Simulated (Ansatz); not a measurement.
## ZrC (Fm-3m): thermal expansion under pressure

Aim: how pressure changes the thermal expansion of ZrC.

Method: DFT PBE, scalar-relativistic, plane waves, PAW, in Ansatz 0.2.0.

The database entry behind the starting cell differs from later determinations by our own check (an axis about 0.7 % long against later determinations), so it need not match the best structure at ambient conditions.

## 1. The starting structure

The structure is cubic, space group Fm-3m (No. 225). Conventional cell: a = 4.730 Å, b = 4.730 Å, c = 4.730 Å, α = 90.00°, β = 90.00°, γ = 90.00°. Nearest to Zr lie 6 C at 2.37 Å. C has 6 Zr at 2.37 Å nearest. Farther neighbours are not listed.

As a file:

```cif
data_structure
_symmetry_space_group_name_H-M 'P 1'
_symmetry_Int_Tables_number 1
_cell_length_a 3.3446
_cell_length_b 3.3446
_cell_length_c 3.3446
_cell_angle_alpha 60.000
_cell_angle_beta 60.000
_cell_angle_gamma 60.000
_cell_volume 26.46
loop_
_atom_site_label
_atom_site_type_symbol
_atom_site_fract_x
_atom_site_fract_y
_atom_site_fract_z
_atom_site_occupancy
Zr1 Zr 0.50000 0.50000 0.50000 1
C2 C 0.00000 0.00000 0.00000 1
```

## 2. A first coarse run

A cheap single point shows whether the cell is a metal or an insulator and how far it is from rest; that sets the k-mesh and the occupations of what follows.

File input.yaml:

```yaml
crystal:
  lattice:
    - [0.0, 2.365, 2.365]
    - [2.365, 0.0, 2.365]
    - [2.365, 2.365, 0.0]
  atoms:
    - { symbol: Zr, position: [0.5, 0.5, 0.5] }
    - { symbol: C, position: [0.0, 0.0, 0.0] }
kpoints:
  mp_grid: { grid: [6, 6, 6] }
hamiltonian:
  xc: pbe
scf:
  occupations: { method: gaussian, width: 0.1 }
output:
  forces: true
  stress: true
  eigenvalues: true
```

Launch:

```sh
$ ansatz run input.yaml --threads 4 --pin off --max-ram 8192MiB --backend cpu --events-out ev --progress --plain --runs-dir out
```

Numbers of over 12 decimals in the logs are rounded to 6 here.

Log:

```text
Engine: ansatz 0.2.0, aarch64-unknown-linux-gnu
Pseudopotentials: kind: paw
Pseudopotential: Zr, paw, valence charge 12, recommended cutoff 420 eV (normal), Zr.paw.azcp
Pseudopotential: C, paw, valence charge 4, recommended cutoff 420 eV (normal), C.paw.azcp
Functional definition: PBE
  parameter kappa = 0.804
  parameter beta = 0.066725
  exchange = pbe_x(kappa = kappa, mu = beta*pi^2/3)
  correlation = pbe_c(beta = beta)
Crystal: 2 atoms, lattice volume = 26.456 Å³
Basis set: ecut = 420 eV, 531 PW (Γ), exchange–correlation on 48×48×48 points (8 copies of the dense FFT grid, shifted against one another)
Bands: 12, of which v1, the nominal top of the filled ones, is band 8 counted from 1 (7 counted from 0)
Symmetry: 48 space group operations
Space group: Fm-3m (ITA 225), of the structure as read, at distance tolerance 3.0e-5 Å
k-points: 16 of 216
Non-local potential: Zr, projectors of the file, l = 0: 3, l = 1: 2, l = 2: 2, l = 3: 2
Non-local potential: C, projectors of the file, l = 0: 2, l = 1: 2, l = 2: 1
PAW form: soft (Blöchl's): semilocal exchange-correlation on the pseudo side does not see the compensation charge
PAW one-centre angular grid: Zr, 590 points (default); XC on 64 Gauss nodes
PAW one-centre angular grid: C, 110 points (default); XC on 64 Gauss nodes
Initial density: superposition of atomic densities (neutral atoms: chi_scale 0, normalization atom), corrected by the library's trained network
Initial wavefunctions: pseudopotential atomic-orbital guess
Functional: x = pbe(κ = 0.804, μ = 0.219515), c = pbe(β = 0.066725)
SCF iter   1: F=—  HF=-4436.484143 eV  |F-HF|=—  |Δ(HF+E_count)|=         —  Δρ=2.34e-3  dr2=1.92e-3  ethr=1.77e-3  ⟨swp⟩=5.0  Hψ=964  notcnv=0
preconditioner: auto → none  [insulator: Δε(μ)=0.269 eV  Ē_g=17.928 eV  σ=0.100 eV  W_gap=0.94  n_scr=8 (ndim 8)  ℏωp=27.0 eV  f_vac=0.000  D(μ)=0.17/eV (n_scr^D=0)  ε∞_Penn≈3.3]
SCF iter   2: F=—  HF=-4436.483386 eV  |F-HF|=—  |Δ(HF+E_count)|=   7.57e-4  Δρ=7.51e-4  dr2=1.49e-4  ethr=1.20e-5  ⟨swp⟩=2.2  Hψ=395  notcnv=0
SCF iter   3: F=—  HF=-4436.483372 eV  |F-HF|=—  |Δ(HF+E_count)|=   1.40e-5  Δρ=1.58e-4  dr2=2.53e-6  ethr=9.32e-7  ⟨swp⟩=2.0  Hψ=237  notcnv=0
SCF iter   4: F=—  HF=-4436.483374 eV  |F-HF|=—  |Δ(HF+E_count)|=   2.23e-6  Δρ=3.52e-5  dr2=1.32e-7  ethr=1.58e-8  ⟨swp⟩=2.0  Hψ=308  notcnv=0
iter 5 did not close the SCF: its close was put off for the readings that it lacked (scf_convergence_deferred on its scf_iter line)
SCF iter   5: F=-4436.483374 eV  HF=-4436.483374 eV  |F-HF|=9.34e-10  |Δ(HF+E_count)|=   2.37e-8  Δρ=8.73e-6  dr2=8.50e-9  ethr=8.26e-10  ⟨swp⟩=2.8  Hψ=325  notcnv=0
SCF iter   6: F=-4436.483374 eV  HF=-4436.483374 eV  |F-HF|=5.18e-11  |Δ(HF+E_count)|=   1.48e-9  Δρ=6.90e-7  dr2=8.38e-11  ethr=5.31e-11  ⟨swp⟩=1.8  Hψ=601  notcnv=0
SCF 1 converged in 6 iterations: F = -4436.483374 eV  dr2 = 8.38e-11
  greatest PAW one-centre occupation: 0.995 electrons in one spin orbital (limit 2), on the Zr atom at site 0 (counted from 0), in its partial waves of l = 0
SCF converged after 6 iterations
Free energy (F): -4436.483374 eV
Harris-Foulkes:  -4436.483374 eV  (|F-HF|=5.18e-11)
Internal energy: -4436.482612 eV  (E = F + TS)
E sigma→0 (E₀):  -4436.482993 eV
Entropy (-TS):   -0.000762 eV (-0.381 meV/atom)
Fermi energy:    14.477401 eV
--- Per-component energies (eV) ---
  E_band       = -54.023114
  E_kinetic    = 421.352078
  E_local      = -604.484107  (includes V_loc(G=0)·N_el)
  E_nonlocal   = 104.283467
  E_hartree    = 181.212086
  E_xc         = -211.049765
  E_vxc        = -252.262705  (∫ρ·V_xc dr)
  E_paw        = -3051.932584  (= ΣΔE_a)
  E_vpaw       = -85.336262  (= ΣTr[D̂ρ^β])
  E_aug_tail   = 0.000038  (compensation charges beyond the density's cutoff)
  E_ewald      = -1275.863827
  E_smearing   = -0.000762  (= −TS)
  E_closure    = 0.000000  (closes the sum)
  Σ components = -4436.483374   (vs F -4436.483374, Δ=0.00e0)
--- Forces (eV/Å), atoms counted from 1 ---
  atom   1  Zr     0.00000000     0.00000000    -0.00000000
  atom   2  C     -0.00000000     0.00000000     0.00000000
  max |Σ_I F_I| component: 2.02e-29 eV/Å
--- Stress (GPa, compression-positive) ---
       -2.859221      -0.000000      -0.000000
       -0.000000      -2.859221       0.000000
       -0.000000      -0.000000      -2.859221
  P = ⅓ Tr σ = -2.8592 GPa (-28.592 kbar)
--- Band table (eV; the first three rows and the last of 16) ---
  k-point 0: bands = [... 4 lower, 3.3177, 15.4930, 15.4930, 15.4930, 15.6361, 15.6361, 15.6361, 17.3068]
  k-point 1: bands = [... 4 lower, 3.9024, 13.1541, 13.6925, 13.6925, 16.3864, 16.3864, 16.8105, 19.5990]
  k-point 2: bands = [... 4 lower, 5.2865, 10.6683, 12.2028, 12.2028, 17.8873, 17.8873, 17.9835, 22.7178]
  k-point 15: bands = [... 4 lower, 4.9698, 12.2887, 12.3216, 12.5122, 16.3753, 19.0544, 20.0810, 20.6679]
```

It took 0.29 s on 4 threads of Arm Neoverse V1, shared host; peak memory 0.21 GiB.

Numbers from this step:

| Property | Result |
| --- | --- |
| pressure | -2.859 GPa |
| volume per atom | 13.23 Å³ |
| gap on the k-mesh | 0 eV |

The start is under -2.9 GPa at this level and looks like a metal on this mesh.

## 3. Finding the static equilibrium

Phonons are second derivatives about a minimum, so cell and atoms are relaxed first, inside the symmetry of the start.

input.yaml, the sections that differ from step 2:

```yaml
kpoints:
  mp_grid: { grid: [16, 16, 16] }
relax:
  adjacent_minimum: "off"
  f_tol: 0.005
  max_steps: 80
  cell: { stress_tol: 0.05 }
# crystal, hamiltonian, scf, output: as in step 2
```

Log:

```text
[...]
Crystal: 2 atoms, lattice volume = 26.456 Å³
Basis set: ecut = 420 eV, 531 PW (Γ), exchange–correlation on 48×48×48 points (8 copies of the dense FFT grid, shifted against one another)
Bands: 12, of which v1, the nominal top of the filled ones, is band 8 counted from 1 (7 counted from 0)
Symmetry: 48 space group operations
[...]
k-points: 145 of 4096
[...]
SCF iter   1: F=—  HF=-4436.493316 eV  |F-HF|=—  |Δ(HF+E_count)|=         —  Δρ=1.62e-3  dr2=7.37e-4  ethr=1.77e-3  ⟨swp⟩=5.0  Hψ=8718  notcnv=0
[...]
SCF iter   6: F=-4436.492814 eV  HF=-4436.492814 eV  |F-HF|=1.77e-9  |Δ(HF+E_count)|=   5.72e-9  Δρ=4.23e-6  dr2=2.63e-9  ethr=9.28e-11  ⟨swp⟩=1.9  Hψ=5378  notcnv=0
SCF 1 converged in 6 iterations: F = -4436.492814 eV  dr2 = 2.63e-9
[...]
relax step   1: F+E_penalty+E_count = -4436.49281426 eV  Δ(F+E_penalty+E_count) = +0.000e0 eV  max|allowed force component| = 1.607e-29 eV/Å  Δτ_max = 0.0000 Å  P = -2.936 GPa  Ω = 26.456 Å³  (6 SCF iters, dr2 threshold 1.00e-7 eV, accepted)
Crystal: 2 atoms, lattice volume = 25.770 Å³
[...]
iter 1 solved again at ethr=3.19e-5 eV; its pass at ethr=3.10e-3 eV (dr2=5.11e-3 eV) is discarded
[...]
SCF iter   6: F=-4436.493947 eV  HF=-4436.493947 eV  |F-HF|=1.18e-11  |Δ(HF+E_count)|=  1.34e-10  Δρ=2.96e-7  dr2=2.25e-11  ethr=7.54e-12  ⟨swp⟩=1.0  Hψ=5314  notcnv=0
SCF 2 converged in 6 iterations: F = -4436.493947 eV  dr2 = 2.25e-11
[...]
relax step   2: F+E_penalty+E_count = -4436.49394665 eV  Δ(F+E_penalty+E_count) = -1.132e-3 eV  max|allowed force component| = 9.913e-29 eV/Å  Δτ_max = 0.0000 Å  P = +2.934 GPa  Ω = 25.770 Å³  energy of the carried Pulay correction = +8.541e-4 eV  (6 SCF iters, dr2 threshold 2.00e-7 eV, accepted)
Crystal: 2 atoms, lattice volume = 26.108 Å³
[...]
SCF iter   6: F=-4436.496527 eV  HF=-4436.496527 eV  |F-HF|=9.09e-13  |Δ(HF+E_count)|=  5.00e-11  Δρ=1.08e-7  dr2=1.93e-12  ethr=1.00e-12  ⟨swp⟩=1.0  Hψ=4351  notcnv=0
SCF 3 converged in 6 iterations: F = -4436.496527 eV  dr2 = 1.93e-12
relax step   3: F+E_penalty+E_count = -4436.49652666 eV  Δ(F+E_penalty+E_count) = -2.580e-3 eV  max|allowed force component| = 1.295e-29 eV/Å  Δτ_max = 0.0000 Å  P = -0.058 GPa  Ω = 26.108 Å³  energy of the carried Pulay correction = +4.300e-4 eV  (6 SCF iters, dr2 threshold 2.00e-7 eV, accepted)
[...]
relax step   4: F+E_penalty+E_count = -4436.49653607 eV  Δ(F+E_penalty+E_count) = -9.413e-6 eV  max|allowed force component| = 8.809e-30 eV/Å  Δτ_max = 0.0000 Å  P = -0.001 GPa  Ω = 26.102 Å³  energy of the carried Pulay correction = +4.382e-4 eV  (7 SCF iters, dr2 threshold 8.27e-9 eV, accepted)
[...]
SCF iter   8: F=-4436.496104 eV  HF=-4436.496104 eV  |F-HF|=9.09e-13  |Δ(HF+E_count)|=  9.09e-13  Δρ=1.01e-10  dr2=2.33e-18  ethr=1.00e-12  ⟨swp⟩=2.0  Hψ=4968  notcnv=0
SCF 5 converged in 8 iterations: F = -4436.496104 eV  dr2 = 2.33e-18
relax step   5: F+E_penalty+E_count = -4436.49610427 eV  Δ(F+E_penalty+E_count) = +4.318e-4 eV  max|allowed force component| = 4.635e-30 eV/Å  Δτ_max = 0.0000 Å  P = -0.025 GPa  Ω = 26.102 Å³  stress off target by 2.52e-2 GPa  SCF on the basis re-selected at this cell (its energy is not comparable with the rows above)  (8 SCF iters)
basis re-selected at this cell: Δ(F+E_penalty+E_count) = +4.318e-4 eV, ΔP = -0.024 GPa vs the last step (what re-selecting the basis moved, of the pressure what is left beyond the Pulay correction that the steps carried, after the strain that the cell walked since its last selection, with what the two solves' SCF thresholds leave and, on support functions, any second-order correction that the steps lacked; it is no m [...]
SCF converged after 8 iterations
Free energy (F): -4436.496104 eV
[...]
Internal energy: -4436.494169 eV  (E = F + TS)
E sigma→0 (E₀):  -4436.495136 eV
Entropy (-TS):   -0.001936 eV (-0.968 meV/atom)
Fermi energy:    14.764694 eV
[...]
--- Stress (GPa, compression-positive) ---
       -0.025175      -0.000000      -0.000000
       -0.000000      -0.025175      -0.000000
       -0.000000       0.000000      -0.025175
  P = ⅓ Tr σ = -0.0252 GPa (-0.252 kbar)
--- Band table (eV; the first three rows and the last of 145) ---
  k-point 0: bands = [... 4 lower, 3.4858, 15.7084, 15.7084, 15.7084, 15.8683, 15.8683, 15.8683, 17.5722]
  k-point 1: bands = [... 4 lower, 3.5743, 14.9698, 15.1681, 15.1681, 16.0805, 16.0805, 16.4023, 18.0832]
  k-point 2: bands = [... 4 lower, 3.8308, 14.0218, 14.3921, 14.3921, 16.3665, 16.3665, 16.8250, 19.1120]
  k-point 144: bands = [... 4 lower, 5.3355, 12.1489, 12.4363, 12.4363, 18.0455, 18.0455, 20.4087, 21.7719]
--- Relaxed structure (4 steps of the walk, 4 accepted, 1 SCFs on fresh bases) ---
  F+E_penalty+E_count = -4436.49610427 eV   max|allowed force component| = 4.635e-30 eV/Å   (the final SCF, on the basis selected at the relaxed cell)
  cell:  # Å, volume = 26.1017 Å³
    - [0, 2.354398, 2.354398]
    - [2.354398, 0, 2.354398]
    - [2.354398, 2.354398, 0]
  atoms:
    - { symbol: Zr, position: [0.5, 0.5, 0.5] }
    - { symbol: C, position: [0, 0, 0] }
```

Run time: 4.6 s. Hardware: 4 threads; peak memory 0.3 GiB; 16 s of CPU time.

Step by step:

```
step  energy less that of the first step (eV)  largest force component (eV/Å)  pressure (GPa)  volume (Å³)
   1                                   0.0000                          0.0000           -2.94        26.46
   2                                  -0.0011                          0.0000            2.93        25.77
   3                                  -0.0037                          0.0000           -0.06        26.11
   4                                  -0.0037                          0.0000            0.00        26.10
  5*                                  -0.0033                          0.0000           -0.03        26.10
```

Relaxation steps marked * repeat the geometry before them on a plane-wave basis chosen anew for their cell, so energy and pressure can jump there.

Forces are held to the 48 operations that the run works with; a distortion that breaks them can't arise in this run.

```
conventional cell, symmetrised  before  after  change
                         a (Å)   4.730  4.709  -0.4 %
                         b (Å)   4.730  4.709  -0.4 %
                         c (Å)   4.730  4.709  -0.4 %
              volume (Å³/atom)   13.23  13.05  -1.3 %
```

The relaxed structure:

```xyz
2
Lattice="0.0000 2.3544 2.3544 2.3544 0.0000 2.3544 2.3544 2.3544 0.0000" Properties=species:S:1:pos:R:3 pbc="T T T"
Zr    2.3544    2.3544    2.3544
C     0.0000    0.0000    0.0000
```

Numbers from this step:

* pressure: -0.02517 GPa
* volume per atom: 13.05 Å³

The relaxation ends with a pressure of -0.03 GPa.

## 4. Relaxing to small residual forces and stress

The thresholds are tightened for a last relaxation ahead of the phonons, and where mesh or smearing change with them the cell follows.

input.yaml, the sections that differ from step 3:

```yaml
crystal:
  lattice:
    - [0.0, 2.3543976073, 2.3543976073]
    - [2.3543976073, 0.0, 2.3543976073]
    - [2.3543976073, 2.3543976073, 0.0]
  atoms:
    - { symbol: Zr, position: [0.5, 0.5, 0.5] }
    - { symbol: C, position: [0.0, 0.0, 0.0] }
scf:
  occupations: { method: methfessel_paxton, width: 0.2 }
relax:
  adjacent_minimum: "off"
  f_tol: 0.001
  max_steps: 60
  cell: { stress_tol: 0.01 }
# kpoints, hamiltonian, output: as in step 3
```

Log:

```text
[...]
Crystal: 2 atoms, lattice volume = 26.102 Å³
Basis set: ecut = 420 eV, 531 PW (Γ), exchange–correlation on 48×48×48 points (8 copies of the dense FFT grid, shifted against one another)
Bands: 12, of which v1, the nominal top of the filled ones, is band 8 counted from 1 (7 counted from 0)
Symmetry: 48 space group operations
[...]
k-points: 145 of 4096
[...]
k-point 144: bands = [... 4 lower, 5.3372, 12.1504, 12.4378, 12.4378, 18.0472, 18.0472, 20.4104, 21.7739]
--- Relaxed structure (3 steps of the walk, 3 accepted, 1 SCFs on fresh bases) ---
[...]
cell:  # Å, volume = 26.0996 Å³
    - [0, 2.354332, 2.354332]
    - [2.354332, 0, 2.354332]
    - [2.354332, 2.354332, 0]
  atoms:
    - { symbol: Zr, position: [0.5, 0.5, 0.5] }
    - { symbol: C, position: [0, 0, 0] }
[key lines of the parts left out:]
SCF converged after 7 iterations
Free energy (F): -4436.495459 eV
Fermi energy:    14.771244 eV
P = ⅓ Tr σ = -0.0002 GPa (-0.002 kbar)
```

The job ended after 3.3 s (4 threads; peak memory 0.29 GiB; 12 s of CPU time).

Little changed from the start: no atom moved by 0.005 Å and no cell edge by 0.1 %.

Numbers from this step:

| Item | Value |
| --- | --- |
| pressure | -2.32e-4 GPa |

The residual pressure is -2.3e-4 GPa, small enough for phonons.

## 5. Relaxation under pressure, pressure 2 GPa

The study at pressure needs a start near its own equilibrium, so the cell is first relaxed to that pressure.

input.yaml, the sections that differ from step 4:

```yaml
crystal:
  lattice:
    - [0.0, 2.3543319274, 2.3543319274]
    - [2.3543319274, 0.0, 2.3543319274]
    - [2.3543319274, 2.3543319274, 0.0]
  atoms:
    - { symbol: Zr, position: [0.5, 0.5, 0.5] }
    - { symbol: C, position: [0.0, 0.0, 0.0] }
relax:
  adjacent_minimum: "off"
  f_tol: 0.001
  max_steps: 60
  cell: { stress_tol: 0.05, p_target: 2.0 }
# kpoints, hamiltonian, scf, output: as in step 4
```

Log:

```text
[...]
Crystal: 2 atoms, lattice volume = 26.100 Å³
Basis set: ecut = 420 eV, 531 PW (Γ), exchange–correlation on 48×48×48 points (8 copies of the dense FFT grid, shifted against one another)
Bands: 12, of which v1, the nominal top of the filled ones, is band 8 counted from 1 (7 counted from 0)
Symmetry: 48 space group operations
[...]
k-points: 145 of 4096
[...]
k-point 144: bands = [... 4 lower, 5.4604, 12.2758, 12.5794, 12.5794, 18.2179, 18.2179, 20.6192, 21.9981]
--- Relaxed structure (3 steps of the walk, 3 accepted, 1 SCFs on fresh bases) ---
[...]
cell:  # Å, volume = 25.8743 Å³
    - [0, 2.347538, 2.347538]
    - [2.347538, 0, 2.347538]
    - [2.347538, 2.347538, 0]
  atoms:
    - { symbol: Zr, position: [0.5, 0.5, 0.5] }
    - { symbol: C, position: [0, 0, 0] }
[key lines of the parts left out:]
SCF converged after 4 iterations
Free energy (F): -4436.494114 eV
Fermi energy:    14.917093 eV
P = ⅓ Tr σ = 1.9599 GPa (19.599 kbar)
```

The job ended after 3.3 s (4 threads; peak memory 0.3 GiB).

Step by step:

```
step  energy less that of the first step (eV)  largest force component (eV/Å)  pressure (GPa)  volume (Å³)
   1                                   0.0000                          0.0000            0.00        26.10
   2                                   0.0048                          0.0000            3.94        25.66
   3                                   0.0011                          0.0000            1.98        25.87
  4*                                   0.0013                          0.0000            1.96        25.87
```

Relaxation steps marked * repeat the geometry before them on a plane-wave basis chosen anew for their cell, so energy and pressure can jump there.

Forces are held to the 48 operations that the run works with; a distortion that breaks them can't arise in this run.

```
conventional cell, symmetrised  before  after  change
                         a (Å)   4.709  4.695  -0.3 %
                         b (Å)   4.709  4.695  -0.3 %
                         c (Å)   4.709  4.695  -0.3 %
              volume (Å³/atom)   13.05  12.94  -0.9 %
```

Final coordinates:

```cif
data_structure
_symmetry_space_group_name_H-M 'P 1'
_symmetry_Int_Tables_number 1
_cell_length_a 3.3199
_cell_length_b 3.3199
_cell_length_c 3.3199
_cell_angle_alpha 60.000
_cell_angle_beta 60.000
_cell_angle_gamma 60.000
_cell_volume 25.87
loop_
_atom_site_label
_atom_site_type_symbol
_atom_site_fract_x
_atom_site_fract_y
_atom_site_fract_z
_atom_site_occupancy
Zr1 Zr 0.50000 0.50000 0.50000 1
C2 C 0.00000 0.00000 0.00000 1
```

This step gave:

```yaml
pressure: 1.960 GPa
volume_per_atom: 12.94 Å³
```

(Continued in part 2 of 3.)

[Logs are printed without paths, hosts, clocks, repeated set-up lines and the standing remarks that a program may print on its own settings, such as how far it seeks lower states.]

[Hosts, paths, dates, database ids (printed as entryN), source tags and the programs' standing remarks are cut or masked in the printed files.]

[A step with changed settings may run another functional than the one named; its input shows which.]
